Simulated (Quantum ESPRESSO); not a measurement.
**Magnetic state of NiCl2 from several starts**

A self-consistent run ends on one state, which hangs on the start. Several orders of NiCl2 are started in Quantum ESPRESSO and their energies compared.

Program: Quantum ESPRESSO 7.5. Level of theory: PBEsol with U = 6 eV on Ni d (ortho-atomic projectors); plane waves with GBRV 1.5 PBEsol potentials, no spin-orbit coupling. Results are calculated unless marked as measured.

Most raw output is cut from this account.

The database entry behind the starting cell differs from later determinations by our own check (an axis about 1.8 % long against later determinations), so it need not match the best structure at ambient conditions.

## Step 1: The structure

Symmetry: R-3m, No. 166, trigonal system. Conventional cell: a = 3.543 Å, b = 3.543 Å, c = 17.335 Å, α = 90.00°, β = 90.00°, γ = 120.00°. Nearest to Ni lie 6 Cl at 2.50 Å. Nearest to Cl lie 3 Ni at 2.50 Å. Farther neighbours and most contacts between anions are not listed.

Coordinates:

```cif
data_structure
_symmetry_space_group_name_H-M 'R-3m:H'
_symmetry_Int_Tables_number 166
_cell_length_a 3.5430
_cell_length_b 3.5430
_cell_length_c 17.3350
_cell_angle_alpha 90.000
_cell_angle_beta 90.000
_cell_angle_gamma 120.000
_cell_volume 188.45
loop_
_atom_site_label
_atom_site_type_symbol
_atom_site_symmetry_multiplicity
_atom_site_Wyckoff_symbol
_atom_site_fract_x
_atom_site_fract_y
_atom_site_fract_z
_atom_site_occupancy
Ni1 Ni 3 a 0.00000 0.00000 0.00000 1
Cl1 Cl 6 c 0.33333 0.66667 0.91667 1
```

The cell comes from the Crystallography Open Database.

## Step 2: Run 1, typed as ferro +

The signs are those of the starting moments on the seeded atoms, the atoms that are given a moment.

File pw.in:

```
&CONTROL
  calculation = 'scf'
  prefix = 'pwscf'
  outdir = './tmp'
  pseudo_dir = './pseudo'
  disk_io = 'nowf'
/
&SYSTEM
  ibrav = 0
  nat = 3
  ntyp = 2
  ecutwfc = 40
  ecutrho = 280
  nbnd = 25
  occupations = 'smearing'
  smearing = 'fd'
  degauss = 0.00367493
  nspin = 2
  starting_magnetization(1) = 0.1111
  starting_magnetization(2) = 0
/
&ELECTRONS
  conv_thr = 6d-09
  electron_maxstep = 150
  mixing_beta = 0.3
/
ATOMIC_SPECIES
Ni     58.6934 ni_pbesol_v1.4.uspp.F.UPF
Cl     35.4500 cl_pbesol_v1.4.uspp.F.UPF
CELL_PARAMETERS angstrom
   1.7715000000    1.0227760019    5.7783333333
  -1.7715000000    1.0227760019    5.7783333333
   0.0000000000   -2.0455520037    5.7783333333
ATOMIC_POSITIONS crystal
Ni      0.0000000000    0.0000000000    0.0000000000
Cl      0.2500000000    0.2500000000    0.2500000000
Cl      0.7500000000    0.7500000000    0.7500000000
K_POINTS automatic
6 6 6 0 0 0
HUBBARD {ortho-atomic}
U Ni-3d 6.0000
```

The run is started by

```sh
$ OMP_NUM_THREADS=1 mpirun -n 4 pw.x -nk 4 -in pw.in > pw.out
```

It took 49 s on 4 MPI ranks of Arm Neoverse V1, shared host; peak memory 0.5 GiB.

Spin moment in the atom's sphere by atom:

| atom | spin moment in the atom's sphere (μB) |
| --- | --- |
| Ni1 | 1.71 |
| Cl2 | 0.12 |
| Cl3 | 0.12 |

Numbers from this step:

```
smearing term TS       : 6.19e-13 eV
magnetization          : 2 μB
absolute magnetization : 2.046 μB
final state            : ferromagnetic
```

## Step 3: Start 2: antiferro q=(0,0,1/2) +−

The cell is doubled to 6 atoms to hold this order. The wavevector q is in fractions of the reciprocal vectors of the crystal's primitive cell, as the cells of these inputs are built from it; moments change sign between cells as cos(2π q·R).

File pw.in:

```
&CONTROL
  calculation = 'scf'
  prefix = 'pwscf'
  outdir = './tmp'
  pseudo_dir = './pseudo'
  disk_io = 'nowf'
/
&SYSTEM
  ibrav = 0
  nat = 6
  ntyp = 3
  ecutwfc = 40
  ecutrho = 280
  nbnd = 43
  occupations = 'smearing'
  smearing = 'fd'
  degauss = 0.00367493
  nspin = 2
  starting_magnetization(1) = 0.1111
  starting_magnetization(2) = -0.1111
  starting_magnetization(3) = 0
/
&ELECTRONS
  conv_thr = 1.2d-08
  electron_maxstep = 150
  mixing_beta = 0.3
/
ATOMIC_SPECIES
Ni1    58.6934 ni_pbesol_v1.4.uspp.F.UPF
Ni2    58.6934 ni_pbesol_v1.4.uspp.F.UPF
Cl     35.4500 cl_pbesol_v1.4.uspp.F.UPF
CELL_PARAMETERS angstrom
   1.7715000000    1.0227760019    5.7783333333
  -1.7715000000    1.0227760019    5.7783333333
   0.0000000000   -4.0911040074   11.5566666666
ATOMIC_POSITIONS crystal
Ni1     0.0000000000    0.0000000000    0.0000000000
Ni2     0.0000000000    0.0000000000    0.5000000000
Cl      0.2500000000    0.2500000000    0.1250000000
Cl      0.2500000000    0.2500000000    0.6250000000
Cl      0.7500000000    0.7500000000    0.3750000000
Cl      0.7500000000    0.7500000000    0.8750000000
K_POINTS automatic
6 6 3 0 0 0
HUBBARD {ortho-atomic}
U Ni1-3d 6.0000
U Ni2-3d 6.0000
```

Wall time 3.7 min (4 MPI ranks); peak memory 0.98 GiB.

Spin moment in the atom's sphere by atom:

| atom | spin moment in the atom's sphere (μB) |
| --- | --- |
| Ni1 | 1.71 |
| Ni2 | -1.71 |
| Cl3 | 0.04 |
| Cl4 | -0.04 |
| Cl5 | -0.04 |
| Cl6 | 0.04 |

This step gave:

```
smearing term TS       : 1.33e-12 eV
magnetization          : 0 μB
absolute magnetization : 3.865 μB
final state            : antiferromagnetic
```

## Step 4: Run 3, typed as antiferro q=(1/2,1/2,1/2) +−

The cell is doubled to 6 atoms to hold this order.

File pw.in:

```
&CONTROL
  calculation = 'scf'
  prefix = 'pwscf'
  outdir = './tmp'
  pseudo_dir = './pseudo'
  disk_io = 'nowf'
/
&SYSTEM
  ibrav = 0
  nat = 6
  ntyp = 3
  ecutwfc = 40
  ecutrho = 280
  nbnd = 43
  occupations = 'smearing'
  smearing = 'fd'
  degauss = 0.00367493
  nspin = 2
  starting_magnetization(1) = 0.1111
  starting_magnetization(2) = -0.1111
  starting_magnetization(3) = 0
/
&ELECTRONS
  conv_thr = 1.2d-08
  electron_maxstep = 150
  mixing_beta = 0.3
/
ATOMIC_SPECIES
Ni1    58.6934 ni_pbesol_v1.4.uspp.F.UPF
Ni2    58.6934 ni_pbesol_v1.4.uspp.F.UPF
Cl     35.4500 cl_pbesol_v1.4.uspp.F.UPF
CELL_PARAMETERS angstrom
   3.5430000000    2.0455520038   11.5566666666
   0.0000000000    2.0455520038   11.5566666666
   1.7715000000   -1.0227760018   11.5566666666
ATOMIC_POSITIONS crystal
Ni1     0.0000000000    0.0000000000    0.0000000000
Ni2     0.5000000000    0.0000000000    0.0000000000
Cl      0.8750000000    0.2500000000    0.2500000000
Cl      0.3750000000    0.2500000000    0.2500000000
Cl      0.6250000000    0.7500000000    0.7500000000
Cl      0.1250000000    0.7500000000    0.7500000000
K_POINTS automatic
3 6 6 0 0 0
HUBBARD {ortho-atomic}
U Ni1-3d 6.0000
U Ni2-3d 6.0000
```

Elapsed: 7.6 min, on 4 MPI ranks; peak memory 2.6 GiB; 30 min of CPU time.

Spin moment in the atom's sphere by atom:

| atom | spin moment in the atom's sphere (μB) |
| --- | --- |
| Ni1 | 1.71 |
| Ni2 | -1.71 |
| Cl3 | -0.12 |
| Cl4 | 0.12 |
| Cl5 | 0.12 |
| Cl6 | -0.12 |

Numbers from this step:

* smearing term TS: 6.62e-13 eV
* magnetization: 0 μB
* absolute magnetization: 4.069 μB
* final state: antiferromagnetic

## Step 5: Ranking

An order is kept where moments of 0.15 μB or more survive with the typed signs; meshes match where a doubled cell samples the same k points as the first cell.

Orders:

| start | final state | typed order kept | energy over the lowest (meV a seeded atom) | largest site moment (μB) | net moment (μB a cell of the first run) | mesh matched | CPU time (s) |
| --- | --- | --- | --- | --- | --- | --- | --- |
| ferro + | ferromagnetic | yes | 1.677 | 1.709 | 2 | yes | 197.3 |
| antiferro q=(0,0,1/2) +- | antiferromagnetic | yes | 7.244 | 1.714 | 0 | yes | 896.4 |
| antiferro q=(1/2,1/2,1/2) +- | antiferromagnetic | yes | 0 | 1.707 | 0 | yes | 1820 |

## Step 6: The lowest state again, with its states saved

pw.in: that of step 4 with these lines changed.

```diff
@@ -5,3 +5,3 @@
   pseudo_dir = './pseudo'
-  disk_io = 'nowf'
+  disk_io = 'low'
 /
@@ -9,2 +9,3 @@
   ibrav = 0
+  celldm(1) = 8
   nat = 6
@@ -13,3 +14,3 @@
   ecutrho = 280
-  nbnd = 43
+  nbnd = 47
   occupations = 'smearing'
@@ -31,6 +32,6 @@
 Cl     35.4500 cl_pbesol_v1.4.uspp.F.UPF
-CELL_PARAMETERS angstrom
-   3.5430000000    2.0455520038   11.5566666666
-   0.0000000000    2.0455520038   11.5566666666
-   1.7715000000   -1.0227760018   11.5566666666
+CELL_PARAMETERS alat
+   0.8369124574436    0.4831916326077    2.7298668641832
+   0.0000000000000    0.4831916326077    2.7298668641832
+   0.4184562287218   -0.2415958162802    2.7298668641832
 ATOMIC_POSITIONS crystal
```

Run time: 8.4 min. Hardware: 4 MPI ranks; peak memory 2.7 GiB.

Read from the output:

| Quantity | Value |
| --- | --- |
| smearing term TS | 6.53e-13 eV |
| magnetization | 0 μB |
| absolute magnetization | 4.069 μB |
| final state | antiferromagnetic |
| largest moment | 1.708 μB |

## Step 7: Projections on atomic orbitals

projwfc.x projects the saved states on orthogonalised atomic orbitals of the pseudopotential files.

Wall time 4 s (4 MPI ranks); peak memory 1.1 GiB.

| atom | moment in the sphere (μB) | Löwdin moment (μB) | Löwdin charge (e) |
| --- | --- | --- | --- |
| Ni1 | 1.708 | 1.714 | 17.862 |
| Ni2 | -1.708 | -1.714 | 17.862 |
| Cl3 | -0.118 | -0.145 | 7.032 |
| Cl4 | 0.118 | 0.145 | 7.032 |
| Cl5 | 0.118 | 0.145 | 7.032 |
| Cl6 | -0.118 | -0.145 | 7.032 |

## Step 8: Occupations of the corrected shells in the lowest state

Occupations of the Hubbard shells:

| block | type | shell | spin | electrons | occupation numbers |
| --- | --- | --- | --- | --- | --- |
| 1 | Ni1 | 3d | up | 4.983 | 0.996 0.996 0.996 0.998 0.998 |
| 1 | Ni1 | 3d | down | 3.277 | 0.151 0.151 0.992 0.992 0.992 |
| 2 | Ni2 | 3d | up | 3.277 | 0.151 0.151 0.992 0.992 0.992 |
| 2 | Ni2 | 3d | down | 4.983 | 0.996 0.996 0.996 0.998 0.998 |

## Step 9: What came out

```json
{"lowest state found": "antiferromagnetic (from antiferro q=(1/2,1/2,1/2) +-)", "largest site moment": "1.71 μB", "next state with moments": "ferromagnetic, 1.68 meV a seeded atom higher"}
```

What this shows: The two lowest states lie so close that the mesh, the smearing, the functional or spin–orbit coupling could swap them. The largest moment reads 1.71 μB in the sphere and 1.71 μB by Löwdin projection; a site moment hangs on how space is shared out. This is the lowest of 3 collinear or spinless starts, no proof of the ground state.

[Logs and program files are shortened in this print: banners, set-up blocks, solver, clock and traceback lines can be left out without a mark of their own.]

[Logs are printed without paths, hosts, clocks, repeated set-up lines and the standing remarks that a program may print on its own settings, such as how far it seeks lower states.]

[Hosts, paths, dates, database ids (printed as entryN), source tags and the programs' standing remarks are cut or masked in the printed files.]

[Where a cell is said to come from a database of computed structures, the database is the Materials Project.]
